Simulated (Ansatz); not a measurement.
# Ca2Si (model cell, started as cuprite): following an unstable mode, part 2 of 3

Aim: this structure of Ca2Si (model cell, started as cuprite) is to be tested for unstable modes, and one is followed downhill.

Ansatz 0.2.0; DFT PBEsol, scalar-relativistic, plane waves, PAW.

So far. Step 4 (The mode frozen in, largest atomic shift 0.6 Å): The run ends at a pressure of -2.77 GPa, with forces up to 0.22 eV/Å. Step 5 (Energy along the mode, all amplitudes (two of the runs …): The lowest of the steps tried is the last one, at 0.6 Å, 131 meV/atom below the parent; the bottom of the well need not coincide with a step.

The structure was built from a prototype and need not be the compound's stable phase.

## Step 6: Relaxing from the distorted cell

Starting from the lowest point found, all atoms and the cell are let go, so that strain and other modes of the same symmetry can join in.

Input file input.yaml:

```yaml
crystal:
  lattice:
    - [6.3617785281, 0.0, 0.0]
    - [0.0, 6.3617785281, 0.0]
    - [0.0, 0.0, 6.3617785281]
  atoms:
    - { symbol: Si, position: [0.0943132486, 0.0, 0.0] }
    - { symbol: Si, position: [0.5943132486, 0.5, 0.5] }
    - { symbol: Ca, position: [0.2169545937, 0.303524212, 0.303524212] }
    - { symbol: Ca, position: [0.7169545937, 0.803524212, 0.196475788] }
    - { symbol: Ca, position: [0.7169545937, 0.196475788, 0.803524212] }
    - { symbol: Ca, position: [0.2169545937, 0.696475788, 0.696475788] }
kpoints:
  mp_grid: { grid: [6, 6, 6] }
hamiltonian:
  xc: pbesol
scf:
  occupations: { method: methfessel_paxton, width: 0.15 }
output:
  forces: true
  stress: true
  eigenvalues: true
relax:
  adjacent_minimum: "off"
  f_tol: 0.002
  max_steps: 120
  cell: { stress_tol: 0.03 }
```

Command:

```
$ ansatz run input.yaml --threads 8 --pin off --max-ram 14336MiB --backend cpu --events-out ev --progress --plain --runs-dir out
```

Numbers of over 12 decimals in the logs are rounded to 6 here.

The log of the run:

```text
[...]
Crystal: 6 atoms, lattice volume = 257.475 Å³
Basis set: ecut = 420 eV, 5041 PW (Γ), exchange–correlation on 90×90×90 points (8 copies of the dense FFT grid, shifted against one another)
Bands: 30, of which v1, the nominal top of the filled ones, is band 24 counted from 1 (23 counted from 0)
Symmetry: 8 space group operations
[...]
k-points: 40 of 216 (time reversal used)
[...]
SCF iter   1: F=—  HF=-8416.949999 eV  |F-HF|=—  |Δ(HF+E_count)|=         —  Δρ=2.32e-3  dr2=1.83e-2  ethr=1.77e-3  ⟨swp⟩=8.6  Hψ=5964  notcnv=0
[...]
SCF iter   8: F=-8416.950869 eV  HF=-8416.950869 eV  |F-HF|=2.38e-9  |Δ(HF+E_count)|=   7.82e-9  S|Δr|=    0.00e0  Δρ=1.19e-6  dr2=8.94e-9  ethr=2.08e-10  ⟨swp⟩=10.2  Hψ=5554  notcnv=0
SCF 1 converged in 8 iterations: F = -8416.950869 eV  dr2 = 8.94e-9
[...]
relax step   1: F+E_penalty+E_count = -8416.95086917 eV  Δ(F+E_penalty+E_count) = +0.000e0 eV  max|allowed force component| = 2.195e-1 eV/Å  Δτ_max = 0.0000 Å  P = -2.769 GPa  Ω = 257.475 Å³  (8 SCF iters, dr2 threshold 1.00e-7 eV, accepted)
Crystal: 6 atoms, lattice volume = 241.023 Å³
Basis set: ecut = 420 eV, 4721 PW (Γ), exchange–correlation on 90×90×90 points (8 copies of the dense FFT grid, shifted against one another)
[...]
iter 1 solved again at ethr=6.04e-5 eV; its pass at ethr=3.10e-3 eV (dr2=2.90e-2 eV) is discarded
[...]
SCF iter   7: F=-8417.469671 eV  HF=-8417.469671 eV  |F-HF|=3.08e-9  |Δ(HF+E_count)|=   1.60e-8  S|Δr|=    0.00e0  Δρ=3.73e-6  dr2=5.95e-8  ethr=1.25e-9  ⟨swp⟩=6.7  Hψ=5584  notcnv=0
SCF 2 converged in 7 iterations: F = -8417.469671 eV  dr2 = 5.95e-8
relax step   2: F+E_penalty+E_count = -8417.46967148 eV  Δ(F+E_penalty+E_count) = -5.188e-1 eV  max|allowed force component| = 4.518e-1 eV/Å  Δτ_max = 0.0637 Å  P = -2.122 GPa  Ω = 241.023 Å³  energy of the carried Pulay correction = +4.667e-4 eV  (7 SCF iters, dr2 threshold 6.00e-7 eV, accepted)
Crystal: 6 atoms, lattice volume = 227.702 Å³
Basis set: ecut = 420 eV, 4487 PW (Γ), exchange–correlation on 90×90×90 points (8 copies of the dense FFT grid, shifted against one another)
[...]
SCF iter   7: F=-8418.063162 eV  HF=-8418.063162 eV  |F-HF|=9.42e-9  |Δ(HF+E_count)|=   8.95e-9  S|Δr|=    0.00e0  Δρ=3.77e-6  dr2=5.47e-8  ethr=1.25e-9  ⟨swp⟩=6.6  Hψ=5542  notcnv=0
SCF 3 converged in 7 iterations: F = -8418.063162 eV  dr2 = 5.47e-8
[...]
relax step   3: F+E_penalty+E_count = -8418.06316164 eV  Δ(F+E_penalty+E_count) = -5.935e-1 eV  max|allowed force component| = 6.809e-1 eV/Å  Δτ_max = 0.0960 Å  P = -1.750 GPa  Ω = 227.702 Å³  energy of the carried Pulay correction = +8.679e-4 eV  (7 SCF iters, dr2 threshold 6.00e-7 eV, accepted)
[... from here on, the SCF cycles and remarks between the steps are left out ...]
relax step   4: F+E_penalty+E_count = -8418.72837801 eV  Δ(F+E_penalty+E_count) = -6.652e-1 eV  max|allowed force component| = 7.660e-1 eV/Å  Δτ_max = 0.1194 Å  P = -1.347 GPa  Ω = 216.005 Å³  energy of the carried Pulay correction = +1.239e-3 eV  (7 SCF iters, dr2 threshold 6.00e-7 eV, accepted)
relax step   5: F+E_penalty+E_count = -8419.36814387 eV  Δ(F+E_penalty+E_count) = -6.398e-1 eV  max|allowed force component| = 3.699e-1 eV/Å  Δτ_max = 0.1697 Å  P = -0.731 GPa  Ω = 206.350 Å³  energy of the carried Pulay correction = +1.559e-3 eV  (7 SCF iters, dr2 threshold 6.00e-7 eV, accepted)
relax step   6: F+E_penalty+E_count = -8419.58936499 eV  Δ(F+E_penalty+E_count) = -2.212e-1 eV  max|allowed force component| = 2.207e-1 eV/Å  Δτ_max = 0.0573 Å  P = +0.174 GPa  Ω = 203.539 Å³  energy of the carried Pulay correction = +1.655e-3 eV  (7 SCF iters, dr2 threshold 6.00e-7 eV, accepted)
relax step   7: F+E_penalty+E_count = -8419.58974671 eV  Δ(F+E_penalty+E_count) = -3.817e-4 eV  max|allowed force component| = 2.772e-1 eV/Å  Δτ_max = 0.0806 Å  P = -0.185 GPa  Ω = 207.997 Å³  energy of the carried Pulay correction = +1.504e-3 eV  (6 SCF iters, dr2 threshold 6.00e-7 eV, accepted)
relax step   8: F+E_penalty+E_count = -8419.61780791 eV  Δ(F+E_penalty+E_count) = -2.806e-2 eV  max|allowed force component| = 1.273e-2 eV/Å  Δτ_max = 0.0424 Å  P = -0.029 GPa  Ω = 205.905 Å³  energy of the carried Pulay correction = +1.574e-3 eV  (5 SCF iters, dr2 threshold 6.00e-7 eV, accepted)
relax step   9: F+E_penalty+E_count = -8419.61811586 eV  Δ(F+E_penalty+E_count) = -3.079e-4 eV  max|allowed force component| = 7.994e-3 eV/Å  Δτ_max = 0.0073 Å  P = +0.008 GPa  Ω = 205.513 Å³  energy of the carried Pulay correction = +1.588e-3 eV  (6 SCF iters, dr2 threshold 1.01e-8 eV, accepted)
relax step  10: F+E_penalty+E_count = -8419.61820172 eV  Δ(F+E_penalty+E_count) = -8.587e-5 eV  max|allowed force component| = 1.214e-4 eV/Å  Δτ_max = 0.0024 Å  P = +0.002 GPa  Ω = 205.590 Å³  energy of the carried Pulay correction = +1.585e-3 eV  (5 SCF iters, dr2 threshold 3.99e-9 eV, accepted)
Basis set: ecut = 420 eV, 4023 PW (Γ), exchange–correlation on 64×90×90 points (8 copies of the dense FFT grid, shifted against one another)
[...]
SCF iter   1: F=—  HF=-8419.618126 eV  |F-HF|=—  |Δ(HF+E_count)|=         —  Δρ=3.85e-5  dr2=2.36e-7  ethr=3.77e-7  ⟨swp⟩=3.9  Hψ=9121  notcnv=0
eigensolver tolerance schedule: the retry pair's looser diagonalisation over-reported the residual by 765.19 of it (diagonalisation noise at 0.10 of the residual, at the tolerance the schedule requests for it); recorded, not acted on — ethr = c·dr2/N_el stays at c = 1.0e-1
[...]
SCF iter   2: F=—  HF=-8419.618135 eV  |F-HF|=—  |Δ(HF+E_count)|=   8.24e-6  S|Δr|=    0.00e0  Δρ=2.01e-5  dr2=6.49e-8  ethr=4.91e-10  ⟨swp⟩=2.0  Hψ=2038  notcnv=0
[...]
SCF iter   5: F=-8419.618135 eV  HF=-8419.618135 eV  |F-HF|=1.82e-12  |Δ(HF+E_count)|=  1.27e-11  S|Δr|=    0.00e0  Δρ=2.75e-8  dr2=2.44e-12  ethr=1.00e-12  ⟨swp⟩=5.4  Hψ=4595  notcnv=0
SCF 11 converged in 5 iterations: F = -8419.618135 eV  dr2 = 2.44e-12
relax step  11: F+E_penalty+E_count = -8419.61813546 eV  Δ(F+E_penalty+E_count) = +6.626e-5 eV  max|allowed force component| = 1.376e-4 eV/Å  Δτ_max = 0.0000 Å  P = +0.003 GPa  Ω = 205.590 Å³  stress off target by 7.42e-3 GPa  SCF on the basis re-selected at this cell (its energy is not comparable with the rows above)  (5 SCF iters)
basis re-selected at this cell: Δ(F+E_penalty+E_count) = +6.626e-5 eV, ΔP = +0.001 GPa vs the last step (what re-selecting the basis moved, of the pressure what is left beyond the Pulay correction that the steps carried, after the strain that the cell walked since its last selection, with what the two solves' SCF thresholds leave and, on support functions, any second-order correction that the steps lacked; it is no measure of the basis error at this ecutwfc). The dense FFT grid was sized anew with the basis: this SCF ran on 32×45×45 points, the steps before it on 45×45×45, so part of this shift can come from that change (see relax.cell in the input reference). [rest of the remark cut]
SCF converged after 5 iterations
[...]
Free energy (F): -8419.618135 eV
[...]
Internal energy: -8419.618978 eV  (E = F + TS)
E sigma→0 (E₀):  -8419.618346 eV
Entropy (-TS):   0.000842 eV (0.140 meV/atom)
Fermi energy:    4.628647 eV
[...]
--- Forces (eV/Å), atoms counted from 1 ---
  atom   1  Si    -0.00002611     0.00000000    -0.00000000
  atom   2  Si    -0.00002611     0.00000000     0.00000000
  atom   3  Ca     0.00001298    -0.00013760    -0.00013760
  atom   4  Ca     0.00001298    -0.00013760     0.00013760
  atom   5  Ca     0.00001298     0.00013760    -0.00013760
  atom   6  Ca     0.00001298     0.00013760     0.00013760
  max |Σ_I F_I| component: 2.78e-7 eV/Å
--- Stress (GPa, compression-positive) ---
       -0.006916      -0.000000       0.000000
       -0.000000       0.007419       0.000000
        0.000000       0.000000       0.007419
  P = ⅓ Tr σ = 0.0026 GPa (0.026 kbar)
--- Band table (eV; the first three rows and the last of 40) ---
  k-point 0: bands = [... 20 lower, 3.8909, 4.2621, 4.3086, 4.3086, 4.6424, 4.9093, 5.5154, 7.0336, ... 2 higher]
  k-point 1: bands = [... 20 lower, 3.7146, 3.9317, 4.1761, 4.5787, 4.9099, 5.0617, 5.6117, 6.9704, ... 2 higher]
  k-point 2: bands = [... 20 lower, 3.3144, 3.8559, 4.0485, 4.4178, 5.3738, 5.4301, 5.9033, 6.8593, ... 2 higher]
  k-point 39: bands = [... 20 lower, 3.3019, 3.3019, 3.7829, 3.7829, 5.8329, 5.8329, 6.3873, 6.3873, ... 2 higher]
--- Relaxed structure (10 steps of the walk, 10 accepted, 1 SCFs on fresh bases) ---
  F+E_penalty+E_count = -8419.61813546 eV   max|allowed force component| = 1.376e-4 eV/Å   (the final SCF, on the basis selected at the relaxed cell)
  cell:  # Å, volume = 205.5903 Å³
    - [4.720112, 0, 0.0]
    - [0, 6.599715, 0]
    - [0.0, 0, 6.599715]
  atoms:
    - { symbol: Si, position: [0.176075, 0, 0] }
    - { symbol: Si, position: [0.676075, 0.5, 0.5] }
    - { symbol: Ca, position: [0.176074, 0.310862, 0.310862] }
    - { symbol: Ca, position: [0.676074, 0.810862, 0.189138] }
    - { symbol: Ca, position: [0.676074, 0.189138, 0.810862] }
    - { symbol: Ca, position: [0.176074, 0.689138, 0.689138] }
```

The job ended after 44 s (8 threads of Arm Neoverse V2, shared host; peak memory 0.83 GiB).

The steps of the relaxation:

```
step  energy less that of the first step (eV)  largest force component (eV/Å)  pressure (GPa)  volume (Å³)
   1                                   0.0000                          0.2195           -2.77       257.48
   2                                  -0.5188                          0.4518           -2.12       241.02
   3                                  -1.1123                          0.6809           -1.75       227.70
   4                                  -1.7775                          0.7660           -1.35       216.00
   5                                  -2.4173                          0.3699           -0.73       206.35
   6                                  -2.6385                          0.2207            0.17       203.54
   7                                  -2.6389                          0.2772           -0.18       208.00
   8                                  -2.6669                          0.0127           -0.03       205.91
   9                                  -2.6672                          0.0080            0.01       205.51
  10                                  -2.6673                          0.0001            0.00       205.59
 11*                                  -2.6673                          0.0001            0.00       205.59
```

Relaxation steps marked * repeat the geometry before them on a plane-wave basis chosen anew for their cell, so energy and pressure can jump there.

Forces are held to the 8 operations that the run works with; a distortion that breaks them can't arise in this run.

```
     cell as run  before  after   change
           a (Å)   6.362  4.720  -25.8 %
           b (Å)   6.362  6.600   +3.7 %
           c (Å)   6.362  6.600   +3.7 %
volume (Å³/atom)   42.91  34.27  -20.2 %
```

The atoms that moved most (Å, as changes of fractional coordinates times the final cell):

```
atom      dx      dy      dz  length
 Si2   0.386   0.000   0.000   0.386
 Si1   0.386   0.000   0.000   0.386
 Ca3  -0.193   0.048   0.048   0.205
 Ca6  -0.193  -0.048  -0.048   0.205
 Ca5  -0.193  -0.048   0.048   0.205
 Ca4  -0.193   0.048  -0.048   0.205
```

Final coordinates:

```xyz
6
Lattice="4.7201 0.0000 0.0000 0.0000 6.5997 0.0000 0.0000 0.0000 6.5997" Properties=species:S:1:pos:R:3 pbc="T T T"
Si    0.8311    0.0000    0.0000
Si    3.1911    3.2999    3.2999
Ca    0.8311    2.0516    2.0516
Ca    3.1911    5.3515    1.2483
Ca    3.1911    1.2483    5.3515
Ca    0.8311    4.5481    4.5481
```

Numbers from this step:

```yaml
pressure: 0.002641 GPa
volume_per_atom: 34.27 Å³
gap_on_the_k_mesh: 0.06372 eV
```

The distorted start has space group P4_2nm; the relaxation ends in P4_2/mnm.

## Step 7: The new phase in its own primitive cell

The relaxed structure is symmetrised, reduced to its primitive cell and relaxed tightly, as its phonons need.

Input file input.yaml:

```yaml
crystal:
  lattice:
    - [6.5997150699, 0.0, 0.0]
    - [0.0, 6.5997150699, 0.0]
    - [0.0, 0.0, 4.7201123933]
  atoms:
    - { symbol: Si, position: [0.0, 0.0, 0.0] }
    - { symbol: Si, position: [0.5, 0.5, 0.5] }
    - { symbol: Ca, position: [0.3108618451, 0.3108618451, 0.0] }
    - { symbol: Ca, position: [0.8108618451, 0.1891381549, 0.5] }
    - { symbol: Ca, position: [0.1891381549, 0.8108618451, 0.5] }
    - { symbol: Ca, position: [0.6891381549, 0.6891381549, 0.0] }
kpoints:
  mp_grid: { grid: [6, 6, 8] }
hamiltonian:
  xc: pbesol
scf:
  occupations: { method: methfessel_paxton, width: 0.15 }
output:
  forces: true
  stress: true
  eigenvalues: true
relax:
  adjacent_minimum: "off"
  f_tol: 0.001
  max_steps: 60
  cell: { stress_tol: 0.01 }
```

The log of the run:

```text
[...]
Crystal: 6 atoms, lattice volume = 205.590 Å³
Basis set: ecut = 420 eV, 4023 PW (Γ), exchange–correlation on 90×90×64 points (8 copies of the dense FFT grid, shifted against one another)
Bands: 30, of which v1, the nominal top of the filled ones, is band 24 counted from 1 (23 counted from 0)
Symmetry: 16 space group operations
[...]
k-points: 50 of 288
[...]
cell:  # Å, volume = 205.6339 Å³
    - [6.604335, 0, 0.0]
    - [0, 6.604335, 0.0]
    - [0.0, 0.0, 4.714510]
  atoms:
    - { symbol: Si, position: [0, 0, 0.0] }
    - { symbol: Si, position: [0.500000, 0.500000, 0.500000] }
    - { symbol: Ca, position: [0.310669, 0.310669, 0.0] }
    - { symbol: Ca, position: [0.810669, 0.189331, 0.500000] }
    - { symbol: Ca, position: [0.189331, 0.810669, 0.500000] }
    - { symbol: Ca, position: [0.689331, 0.689331, 0.0] }
[key lines of the parts left out:]
SCF converged after 6 iterations
Free energy (F): -8419.618728 eV
Fermi energy:    4.591011 eV
P = ⅓ Tr σ = 0.0010 GPa (0.010 kbar)
```

It took 10 s on 8 threads; peak memory 0.76 GiB; 77 s of CPU time.

(Continued in part 3 of 3.)

[Logs are printed without paths, hosts, clocks, repeated set-up lines and the standing remarks that a program may print on its own settings, such as how far it seeks lower states.]

[Hosts, paths, dates, database ids (printed as entryN), source tags and the programs' standing remarks are cut or masked in the printed files.]
